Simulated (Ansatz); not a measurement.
# What W2CF2 monolayer distorts into, part 2 of 3

Wanted: the energy along a soft mode of W2CF2 monolayer and the structure at the end.

Ansatz 0.2.0; DFT PBE, scalar-relativistic, plane waves, PAW; PAW set soft_1.

So far, highest frequency on the path or at a solved wavevector (cm⁻¹): step 2 (phonons on a q mesh) 695. Also lowest frequency on the path (cm⁻¹): step 2 -169.

## 6. Relaxing from the distorted cell

Starting from the lowest point found, all atoms and the cell are let go, so that strain and other modes of the same symmetry can join in.

Contents of input.yaml:

```yaml
crystal:
  lattice:
    - [2.8473259017, 0.0, 0.0]
    - [0.0, 4.9317131275, 0.0]
    - [0.0, 0.0, 35.6515995878]
  atoms:
    - { symbol: C, position: [0.5, 0.5043055663, 0.2826442871] }
    - { symbol: C, position: [0.0, -0.0043055663, 0.2783403597] }
    - { symbol: W, position: [0.0, 0.317313915, 0.3198986186] }
    - { symbol: W, position: [0.5, 0.8493527517, 0.3191923609] }
    - { symbol: W, position: [0.5, 0.182686085, 0.2410860282] }
    - { symbol: W, position: [1.0, 0.6506472483, 0.2417922859] }
    - { symbol: F, position: [0.5, 0.1730517657, 0.3657134134] }
    - { symbol: F, position: [1.0, 0.6602815677, 0.3620813514] }
    - { symbol: F, position: [0.0, 0.3269482343, 0.1952712334] }
    - { symbol: F, position: [0.5, 0.8397184323, 0.1989032954] }
  periodic: [true, true, false]
kpoints:
  mp_grid: { grid: [12, 8, 1] }
hamiltonian:
  xc: pbe
  pseudopotentials: { kind: paw, azcp: { folder: soft_1 } }
scf:
  occupations: { method: methfessel_paxton, width: 0.2 }
output:
  forces: true
  stress: true
  eigenvalues: true
  write_density: true
  write_potential: true
  elf: true
  volumetric_format: npy
relax:
  adjacent_minimum: "off"
  f_tol: 0.002
  max_steps: 120
  cell: { stress_2d_tol: 0.005 }
```

Run with:

```
$ ansatz run input.yaml --threads 4 --pin off --max-ram 16384MiB --backend cpu --events-out ev --progress --plain --runs-dir out
```

Numbers of over 12 decimals in the logs are rounded to 6 here.

The log of the run:

```text
[...]
Crystal: 10 atoms, lattice volume = 500.627 Å³
Basis set: ecut = 420 eV, 9847 PW (Γ), exchange–correlation on 40×72×480 points (8 copies of the dense FFT grid, shifted against one another)
Bands: 56, of which v1, the nominal top of the filled ones, is band 46 counted from 1 (45 counted from 0)
Symmetry: 4 space group operations
[...]
k-points: 35 of 96
[...]
SCF iter   1: F=—  HF=-45281.541485 eV  |F-HF|=—  |Δ(HF+E_count)|=         —  Δρ=6.16e-2  dr2=2.89e1  ethr=3.10e-3  ⟨swp⟩=11.0  Hψ=12959  notcnv=0
[...]
SCF iter  10: F=-45274.673146 eV  HF=-45274.673146 eV  |F-HF|=3.86e-7  |Δ(HF+E_count)|=   1.01e-6  S|Δr|=    0.00e0  Δρ=3.13e-6  dr2=2.79e-8  ethr=1.09e-10  ⟨swp⟩=32.3  Hψ=26927  notcnv=0
SCF 1 converged in 10 iterations: F = -45274.673146 eV  dr2 = 2.79e-8
[...]
relax step   1: F+E_penalty+E_count = -45274.67314593 eV  Δ(F+E_penalty+E_count) = +0.000e0 eV  max|allowed force component| = 2.915e-1 eV/Å  Δτ_max = 0.0000 Å  P = +2.606 N/m  Ω = 500.627 Å³  fix = [c, alpha, beta]  reactions: c +0.000 N/m; alpha +0.000 N/m/rad  (10 SCF iters, dr2 threshold 1.00e-7 eV, accepted)
Crystal: 10 atoms, lattice volume = 520.174 Å³
Basis set: ecut = 420 eV, 10191 PW (Γ), exchange–correlation on 40×72×480 points (8 copies of the dense FFT grid, shifted against one another)
[...]
iter 1 solved again at ethr=1.36e-4 eV; its pass at ethr=3.10e-3 eV (dr2=1.25e-1 eV) is discarded
[...]
SCF iter   9: F=-45274.815772 eV  HF=-45274.815772 eV  |F-HF|=1.10e-7  |Δ(HF+E_count)|=   2.61e-7  S|Δr|=    0.00e0  Δρ=1.02e-6  dr2=3.68e-9  ethr=4.51e-11  ⟨swp⟩=12.9  Hψ=20158  notcnv=0
the search or the solves at the SCF's close seem to have found levels that the self-consistency loop had missed (the run counts 1). By its estimate they hold under 1e-12 electrons; where the run keeps them, the occupations were computed again with them
SCF 2 converged in 9 iterations: F = -45274.815772 eV  dr2 = 3.68e-9
relax step   2: F+E_penalty+E_count = -45274.81577205 eV  Δ(F+E_penalty+E_count) = -1.426e-1 eV  max|allowed force component| = 1.063e0 eV/Å  Δτ_max = 0.1169 Å  P = -0.823 N/m  Ω = 520.174 Å³  energy of the carried Pulay correction = -9.509e-3 eV  fix = [c, alpha, beta]  reactions: c +0.000 N/m; alpha +0.000 N/m/rad  (9 SCF iters, dr2 threshold 1.00e-6 eV, accepted)
Crystal: 10 atoms, lattice volume = 547.484 Å³
Basis set: ecut = 420 eV, 10571 PW (Γ), exchange–correlation on 40×72×480 points (8 copies of the dense FFT grid, shifted against one another)
[...]
SCF iter   7: F=-45275.202766 eV  HF=-45275.202763 eV  |F-HF|=3.30e-6  |Δ(HF+E_count)|=   1.15e-5  S|Δr|=    0.00e0  Δρ=1.32e-5  dr2=6.93e-7  ethr=1.09e-9  ⟨swp⟩=24.9  Hψ=28212  notcnv=0
SCF 3 converged in 7 iterations: F = -45275.202766 eV  dr2 = 6.93e-7
relax step   3: F+E_penalty+E_count = -45275.20276612 eV  Δ(F+E_penalty+E_count) = -3.870e-1 eV  max|allowed force component| = 1.073e0 eV/Å  Δτ_max = 0.1943 Å  P = -2.301 N/m  Ω = 547.484 Å³  energy of the carried Pulay correction = -2.220e-2 eV  fix = [c, alpha, beta]  reactions: c +0.000 N/m; alpha +0.000 N/m/rad  (7 SCF iters, dr2 threshold 1.00e-6 eV, accepted)
[... from here on, the SCF cycles and remarks between the steps are left out ...]
relax step   4: F+E_penalty+E_count = -45275.30034620 eV  Δ(F+E_penalty+E_count) = -9.758e-2 eV  max|allowed force component| = 7.189e-1 eV/Å  Δτ_max = 0.1949 Å  P = -3.466 N/m  Ω = 571.752 Å³  energy of the carried Pulay correction = -3.294e-2 eV  fix = [c, alpha, beta]  reactions: c +0.000 N/m; alpha +0.000 N/m/rad  (8 SCF iters, dr2 threshold 1.00e-6 eV, accepted)
relax step   5: F+E_penalty+E_count = -45275.41517729 eV  Δ(F+E_penalty+E_count) = -1.148e-1 eV  max|allowed force component| = 6.694e-1 eV/Å  Δτ_max = 0.2000 Å  P = +2.988 N/m  Ω = 544.687 Å³  energy of the carried Pulay correction = -2.093e-2 eV  fix = [c, alpha, beta]  reactions: c -0.000 N/m; alpha -0.000 N/m/rad  (7 SCF iters, dr2 threshold 1.00e-6 eV, accepted)
relax step   6: F+E_penalty+E_count = -45274.69337775 eV  Δ(F+E_penalty+E_count) = +7.218e-1 eV  max|allowed force component| = 2.458e0 eV/Å  Δτ_max = 0.1944 Å  P = -1.414 N/m  Ω = 562.440 Å³  energy of the carried Pulay correction = -2.888e-2 eV  fix = [c, alpha, beta]  (10 SCF iters, dr2 threshold 1.00e-6 eV, rejected (line search))
relax step   7: F+E_penalty+E_count = -45275.46741490 eV  Δ(F+E_penalty+E_count) = -5.224e-2 eV  max|allowed force component| = 5.256e-1 eV/Å  Δτ_max = 0.0972 Å  P = +3.044 N/m  Ω = 553.446 Å³  energy of the carried Pulay correction = -2.489e-2 eV  fix = [c, alpha, beta]  reactions: c -0.000 N/m; alpha -0.000 N/m/rad  (13 SCF iters, accepted)
relax step   8: F+E_penalty+E_count = -45275.49835007 eV  Δ(F+E_penalty+E_count) = -3.094e-2 eV  max|allowed force component| = 1.363e-1 eV/Å  Δτ_max = 0.0255 Å  P = -0.731 N/m  Ω = 559.080 Å³  energy of the carried Pulay correction = -2.739e-2 eV  fix = [c, alpha, beta]  reactions: c +0.000 N/m; alpha +0.000 N/m/rad  (6 SCF iters, dr2 threshold 1.00e-6 eV, accepted)
relax step   9: F+E_penalty+E_count = -45275.50158806 eV  Δ(F+E_penalty+E_count) = -3.238e-3 eV  max|allowed force component| = 1.325e-1 eV/Å  Δτ_max = 0.0323 Å  P = -0.617 N/m  Ω = 560.575 Å³  energy of the carried Pulay correction = -2.806e-2 eV  fix = [c, alpha, beta]  reactions: c +0.000 N/m; alpha +0.000 N/m/rad  (6 SCF iters, dr2 threshold 1.00e-6 eV, accepted)
relax step  10: F+E_penalty+E_count = -45275.50681925 eV  Δ(F+E_penalty+E_count) = -5.231e-3 eV  max|allowed force component| = 1.004e-1 eV/Å  Δτ_max = 0.0242 Å  P = +0.292 N/m  Ω = 560.232 Å³  energy of the carried Pulay correction = -2.790e-2 eV  fix = [c, alpha, beta]  reactions: c +0.000 N/m; alpha -0.000 N/m/rad  (5 SCF iters, dr2 threshold 1.00e-6 eV, accepted)
relax step  11: F+E_penalty+E_count = -45275.50786448 eV  Δ(F+E_penalty+E_count) = -1.045e-3 eV  max|allowed force component| = 1.065e-1 eV/Å  Δτ_max = 0.0256 Å  P = -0.296 N/m  Ω = 562.720 Å³  energy of the carried Pulay correction = -2.900e-2 eV  fix = [c, alpha, beta]  reactions: c +0.000 N/m; alpha -0.000 N/m/rad  (5 SCF iters, dr2 threshold 6.30e-7 eV, accepted)
[...]
relax step  22: F+E_penalty+E_count = -45275.58733421 eV  Δ(F+E_penalty+E_count) = -7.208e-2 eV  max|allowed force component| = 3.586e-3 eV/Å  Δτ_max = 0.0000 Å  P = +0.893 N/m  Ω = 560.819 Å³  fix = [c, alpha, beta]  reactions: c +0.000 N/m; alpha -0.000 N/m/rad  stress off target by 1.20e0 N/m on what of the cell is left free  SCF on the basis re-selected at this cell (its energy is not comparable with the rows above)  (10 SCF iters)
relax step  23: F+E_penalty+E_count = -45275.58718945 eV  Δ(F+E_penalty+E_count) = +1.448e-4 eV  max|allowed force component| = 9.711e-2 eV/Å  Δτ_max = 0.0158 Å  P = +0.046 N/m  Ω = 563.890 Å³  energy of the carried Pulay correction = -1.379e-3 eV  fix = [c, alpha, beta]  reactions: c -0.000 N/m; alpha -0.000 N/m/rad  (5 SCF iters, dr2 threshold 1.00e-6 eV, accepted)
relax step  24: F+E_penalty+E_count = -45275.58907594 eV  Δ(F+E_penalty+E_count) = -1.886e-3 eV  max|allowed force component| = 1.573e-2 eV/Å  Δτ_max = 0.0105 Å  P = +0.056 N/m  Ω = 564.597 Å³  energy of the carried Pulay correction = -1.709e-3 eV  fix = [c, alpha, beta]  reactions: c +0.000 N/m; alpha -0.000 N/m/rad  (5 SCF iters, dr2 threshold 5.89e-7 eV, accepted)
relax step  25: F+E_penalty+E_count = -45275.58903685 eV  Δ(F+E_penalty+E_count) = +3.909e-5 eV  max|allowed force component| = 7.254e-3 eV/Å  Δτ_max = 0.0021 Å  P = +0.013 N/m  Ω = 564.940 Å³  energy of the carried Pulay correction = -1.871e-3 eV  fix = [c, alpha, beta]  reactions: c -0.000 N/m; alpha -0.000 N/m/rad  (6 SCF iters, dr2 threshold 1.58e-8 eV, accepted)
relax step  26: F+E_penalty+E_count = -45275.58902612 eV  Δ(F+E_penalty+E_count) = +1.073e-5 eV  max|allowed force component| = 2.906e-3 eV/Å  Δτ_max = 0.0011 Å  P = +0.002 N/m  Ω = 564.994 Å³  energy of the carried Pulay correction = -1.897e-3 eV  fix = [c, alpha, beta]  reactions: c -0.000 N/m; alpha +0.000 N/m/rad  (5 SCF iters, dr2 threshold 3.29e-9 eV, accepted)
relax step  27: F+E_penalty+E_count = -45275.58903570 eV  Δ(F+E_penalty+E_count) = -9.584e-6 eV  max|allowed force component| = 2.400e-3 eV/Å  Δτ_max = 0.0007 Å  P = -0.001 N/m  Ω = 564.980 Å³  energy of the carried Pulay correction = -1.891e-3 eV  fix = [c, alpha, beta]  reactions: c +0.000 N/m; alpha +0.000 N/m/rad  (5 SCF iters, dr2 threshold 5.28e-10 eV, accepted)
relax step  28: F+E_penalty+E_count = -45275.58904462 eV  Δ(F+E_penalty+E_count) = -8.916e-6 eV  max|allowed force component| = 1.015e-3 eV/Å  Δτ_max = 0.0002 Å  P = +0.005 N/m  Ω = 564.962 Å³  energy of the carried Pulay correction = -1.882e-3 eV  fix = [c, alpha, beta]  reactions: c +0.000 N/m; alpha -0.000 N/m/rad  (5 SCF iters, dr2 threshold 3.60e-10 eV, accepted)
relax step  29: F+E_penalty+E_count = -45275.59101294 eV  Δ(F+E_penalty+E_count) = -1.968e-3 eV  max|allowed force component| = 9.351e-4 eV/Å  Δτ_max = 0.0000 Å  P = +0.014 N/m  Ω = 564.962 Å³  fix = [c, alpha, beta]  reactions: c +0.000 N/m; alpha -0.000 N/m/rad  stress off target by 1.88e-2 N/m on what of the cell is left free  SCF on the basis re-selected at this cell (its energy is not comparable with the rows above)  (7 SCF iters)
relax step  30: F+E_penalty+E_count = -45275.59099530 eV  Δ(F+E_penalty+E_count) = +1.764e-5 eV  max|allowed force component| = 9.224e-4 eV/Å  Δτ_max = 0.0002 Å  P = -0.003 N/m  Ω = 565.004 Å³  energy of the carried Pulay correction = -1.826e-5 eV  fix = [c, alpha, beta]  reactions: c +0.000 N/m; alpha +0.000 N/m/rad  (5 SCF iters, dr2 threshold 3.44e-10 eV, accepted)
[...]
SCF iter   1: F=—  HF=-45275.590859 eV  |F-HF|=—  |Δ(HF+E_count)|=         —  Δρ=2.67e-6  dr2=6.50e-9  ethr=1.45e-7  ⟨swp⟩=8.1  Hψ=23978  notcnv=0
eigensolver tolerance schedule: the retry pair's looser diagonalisation over-reported the residual by 20553.18 of it (diagonalisation noise at 26.36 of the residual, at the tolerance the schedule requests for it); recorded, not acted on — ethr = c·dr2/N_el stays at c = 1.0e-1
SCF iter   2: F=—  HF=-45275.591025 eV  |F-HF|=—  |Δ(HF+E_count)|=   1.66e-4  S|Δr|=    0.00e0  Δρ=1.73e-6  dr2=1.48e-8  ethr=7.07e-12  ⟨swp⟩=7.7  Hψ=10500  notcnv=0
[...]
SCF iter   7: F=-45275.591025 eV  HF=-45275.591025 eV  |F-HF|=2.26e-10  |Δ(HF+E_count)|=  6.48e-10  S|Δr|=    0.00e0  Δρ=7.03e-9  dr2=1.81e-13  ethr=1.00e-12  ⟨swp⟩=13.5  Hψ=12168  notcnv=0
SCF 31 converged in 7 iterations: F = -45275.591025 eV  dr2 = 1.81e-13
relax step  31: F+E_penalty+E_count = -45275.59102540 eV  Δ(F+E_penalty+E_count) = -3.010e-5 eV  max|allowed force component| = 9.234e-4 eV/Å  Δτ_max = 0.0000 Å  P = -0.003 N/m  Ω = 565.004 Å³  fix = [c, alpha, beta]  reactions: c +0.000 N/m; alpha +0.000 N/m/rad  stress off target by 3.24e-3 N/m on what of the cell is left free  SCF on the basis re-selected at this cell (its energy is not comparable with the rows above)  (7 SCF iters)
[...]
WARN: The output density's exchange-correlation potential varies sharply where the density is thin. Do not read a vacuum level from v_tot or v_xc, or from such a field of the output density. On a cell that repeats whose density bears no net charge and no dipole along the vacuum's axis use v_es (v_loc + v_h of the components); under efield.dipole_correction with no amplitude use v_es + v_field, which holds any externa [...]
SCF converged after 7 iterations
[...]
Free energy (F): -45275.591025 eV
[...]
Internal energy: -45275.598433 eV  (E = F + TS)
E sigma→0 (E₀):  -45275.592877 eV
Entropy (-TS):   0.007408 eV (0.741 meV/atom)
Fermi energy:    -4.864565 eV
[...]
--- Forces (eV/Å), atoms counted from 1 ---
  atom   1  C     -0.00000000     0.00004639     0.00043720
  atom   2  C      0.00000000    -0.00004639    -0.00043720
  atom   3  W      0.00000000    -0.00008046    -0.00031509
  atom   4  W     -0.00000000     0.00049713    -0.00091717
  atom   5  W     -0.00000000     0.00008046     0.00031509
  atom   6  W      0.00000000    -0.00049713     0.00091717
  atom   7  F      0.00000000     0.00044623     0.00092337
  atom   8  F     -0.00000000     0.00003815    -0.00030182
  atom   9  F     -0.00000000    -0.00044623    -0.00092337
  atom  10  F      0.00000000    -0.00003815     0.00030182
  max |Σ_I F_I| component: 5.42e-20 eV/Å
--- 2D stress c σ (N/m, compression-positive) ---
       -0.003240      -0.000000      -0.000000
       -0.000000      -0.002744      -0.000000
       -0.000000      -0.000000      -0.000000
  P = ½ c Tr σ = -0.0030 N/m
--- Band table (eV; the first three rows and the last of 35) ---
  k-point 0: bands = [... 42 lower, -6.6891, -6.6644, -5.7075, -5.1595, -4.8014, -4.4514, -4.1255, -4.1081, ... 6 higher]
  k-point 1: bands = [... 42 lower, -6.7118, -6.6414, -5.8385, -5.0401, -4.9034, -4.7462, -4.1251, -4.0431, ... 6 higher]
  k-point 2: bands = [... 42 lower, -6.7585, -6.5612, -6.0004, -5.3484, -5.1689, -4.7163, -4.1625, -4.0839, ... 6 higher]
  k-point 34: bands = [... 42 lower, -5.4520, -5.4520, -3.9861, -3.9861, -3.3835, -3.3835, -3.1715, -3.1715, ... 6 higher]
--- Relaxed structure (28 steps of the walk, 26 accepted, 3 SCFs on fresh bases) ---
  F+E_penalty+E_count = -45275.59102540 eV   max|allowed force component| = 9.234e-4 eV/Å   (the final SCF, on the basis selected at the relaxed cell)
  cell:  # Å, volume = 565.0038 Å³
    - [2.947619, 0.0, 0.0]
    - [0.0, 5.376517, 0]
    - [0.0, 0, 35.6515995878]
  atoms:
    - { symbol: C, position: [0.500000, 0.496278, 0.287795] }
    - { symbol: C, position: [0, 0.00372249, 0.273190] }
    - { symbol: W, position: [0, 0.274188, 0.316452] }
    - { symbol: W, position: [0.500000, 0.855933, 0.311797] }
    - { symbol: W, position: [0.500000, 0.225812, 0.244533] }
    - { symbol: W, position: [1.000000, 0.644067, 0.249187] }
    - { symbol: F, position: [0.500000, 0.115805, 0.359927] }
    - { symbol: F, position: [1.000000, 0.606697, 0.350927] }
    - { symbol: F, position: [0, 0.384195, 0.201058] }
    - { symbol: F, position: [0.500000, 0.893303, 0.210057] }
```

It took 24 min on 4 threads of Arm Neoverse N1, shared host; peak memory 1.6 GiB; 1.6 h of CPU time.

Step by step (22 of 31):

```
step  energy less that of the first step (eV)  largest force component (eV/Å)  volume (Å³)
   1                                   0.0000                          0.2915       500.63
   2                                  -0.1426                          1.0632       520.17
   4                                  -0.6272                          0.7189       571.75
   5                                  -0.7420                          0.6694       544.69
   7                                  -0.7943                          0.5256       553.45
   8                                  -0.8252                          0.1363       559.08
  10                                  -0.8337                          0.1004       560.23
  11                                  -0.8347                          0.1065       562.72
  12                                  -0.8399                          0.0694       560.80
  14                                  -0.8419                          0.0458       560.65
  15                                  -0.8421                          0.0121       560.73
  17                                  -0.8421                          0.0068       560.76
  18                                  -0.8421                          0.0044       560.77
  20                                  -0.8421                          0.0009       560.80
  21                                  -0.8421                          0.0004       560.82
 22*                                  -0.9142                          0.0036       560.82
  24                                  -0.9159                          0.0157       564.60
  25                                  -0.9159                          0.0073       564.94
  27                                  -0.9159                          0.0024       564.98
  28                                  -0.9159                          0.0010       564.96
  30                                  -0.9178                          0.0009       565.00
 31*                                  -0.9179                          0.0009       565.00
```

Relaxation steps marked * repeat the geometry before them on a plane-wave basis chosen anew for their cell, so energy and pressure can jump there. Other such steps can lie between the rows shown. Relaxation steps 6, 16 were tried and not accepted.

The run keeps the 4 symmetry operations that it works with, so distortions that break them were not tested.

```
cell as run  before  after  change
      a (Å)   2.847  2.948  +3.5 %
      b (Å)   4.932  5.377  +9.0 %
```

The atoms that moved most (Å, along periodic axes as changes of fractional coordinates times the final cell, across vacuum about the mean position):

```
atom     dx      dy      dz  length
  F8  0.000  -0.288  -0.398   0.491
 F10  0.000   0.288   0.398   0.491
  F9  0.000   0.308   0.206   0.371
  F7  0.000  -0.308  -0.206   0.371
  W6  0.000  -0.035   0.264   0.266
  W4  0.000   0.035  -0.264   0.266
  W5  0.000   0.232   0.123   0.262
  W3  0.000  -0.232  -0.123   0.262
```

Final coordinates:

```xyz
10
Lattice="2.9476 0.0000 0.0000 0.0000 5.3765 0.0000 0.0000 0.0000 35.6516" Properties=species:S:1:pos:R:3
C     1.4738    2.6682   10.2604
C     0.0000    0.0200    9.7396
W     0.0000    1.4742   11.2820
W     1.4738    4.6019   11.1161
W     1.4738    1.2141    8.7180
W     2.9476    3.4628    8.8839
F     1.4738    0.6226   12.8320
F     2.9476    3.2619   12.5111
F     0.0000    2.0656    7.1680
F     1.4738    4.8029    7.4889
```

This step gave:

```
area per atom : 1.585 Å²
```

(Part 2 of 3 ends here.)

[Logs are printed without paths, hosts, clocks, repeated set-up lines and the standing remarks that a program may print on its own settings, such as how far it seeks lower states.]

[Hosts, paths, dates, database ids (printed as entryN), source tags and the programs' standing remarks are cut or masked in the printed files.]
